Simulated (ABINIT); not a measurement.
Records of electronic-structure calculations.

## How the form of the self-energy moves the gap of BaTiO3 (P4mm)

The structure is tetragonal, space group P4mm (No. 99). Conventional cell: a = 3.990 Å, b = 3.990 Å, c = 4.023 Å, α = 90.00°, β = 90.00°, γ = 90.00°. Nearest to Ba lie 12 O at 2.80 to 2.87 Å. Nearest to Ti lie 6 O at 1.84 to 2.18 Å. Nearest to O lie 2 Ti at 1.84 to 2.18 Å and 4 Ba at 2.82 Å. Nearest to O lie 2 Ti at 2.00 Å and 4 Ba at 2.80 to 2.87 Å. Farther neighbours, and contacts between anions beyond the nearest, are not listed.

```
method                                   : RPA screening on PBE, plane waves, norm-conserving pseudopotentials (and 3 further levels or steps)
program                                  : ABINIT 10.8.3
settings                                 : cutoff 38 Ha, PseudoDojo scalar-relativistic 0.4.1 standard, norm-conserving, ngkpt (4, 4, 4), nband 108, ecuteps 5.6 Ha, gwcalctyp 1, nfreqim 16, inclvkb 2, shiftk (0, 0, 0), symchi 1, awtr 1, frequency ac, 4×4×4 k-mesh
cost                                     : 11 runs, 4.3 min in all on 8 MPI ranks of AMD EPYC 9R45, shared host
notes                                    : The program’s warnings: nkpt*nsppol () is not a multiple of nproc spkpt (). The cell and positions come from the Crystallography Open Database and are kept as given unless a step says otherwise. Limits: no spin-orbit coupling. The 4×4×4 mesh is coarse for this cell, which bears on the long-range parts of exchange and screening.
G0W0, Godby-Needs plasmon pole           : 3.367 eV
G0W0, Hybertsen-Louie plasmon pole       : 4.104 eV
G0W0, von der Linden-Horsch plasmon pole : 3.500 eV
G0W0, Engel-Farid plasmon pole           : 3.481 eV
one-shot Hartree-Fock                    : 14.119 eV
G0W0, contour deformation                : 3.405 eV
G0W0, analytic continuation              : 3.287 eV
known limits                             : short of the basis limit; no spin-orbit coupling; coarse k mesh
```

G0W0, Hybertsen-Louie plasmon pole: +0.737 eV against G0W0, Godby-Needs plasmon pole. G0W0, von der Linden-Horsch plasmon pole: +0.133 eV against G0W0, Godby-Needs plasmon pole.

[Long decimals in the printed logs are rounded to 6 places.]

[Logs are printed without paths, hosts, clocks, repeated set-up lines and the standing remarks that a program may print on its own settings, such as how far it seeks lower states.]

[Paths, hosts, dates, memory and timing lines, banners, echoed tables and standing remarks are left out of the program output; an Ansatz launch command may be rebuilt from the run's recorded settings. Measured values are a selection of at most five: reports struck by readers or far from the other reports are left out. None is set beside runs whose start may be inverted or whose files or cutoffs have a known fault.]

[Runs of the session that timed out or met a known fault of the program may be left out.]

[Hosts, paths, dates, database ids (printed as entryN), source tags and the programs' standing remarks are cut or masked in the printed files.]

[G0W0 gaps are taken among the corrected bands and points alone; a level outside them can change the order at an edge.]

[Where Ansatz stands beside ABINIT at settings called matched, ABINIT's density can come from a denser mesh and the files from another edition; pairs whose starting gaps differed by over 0.03 eV were left out, so agreement reads better than it is.]
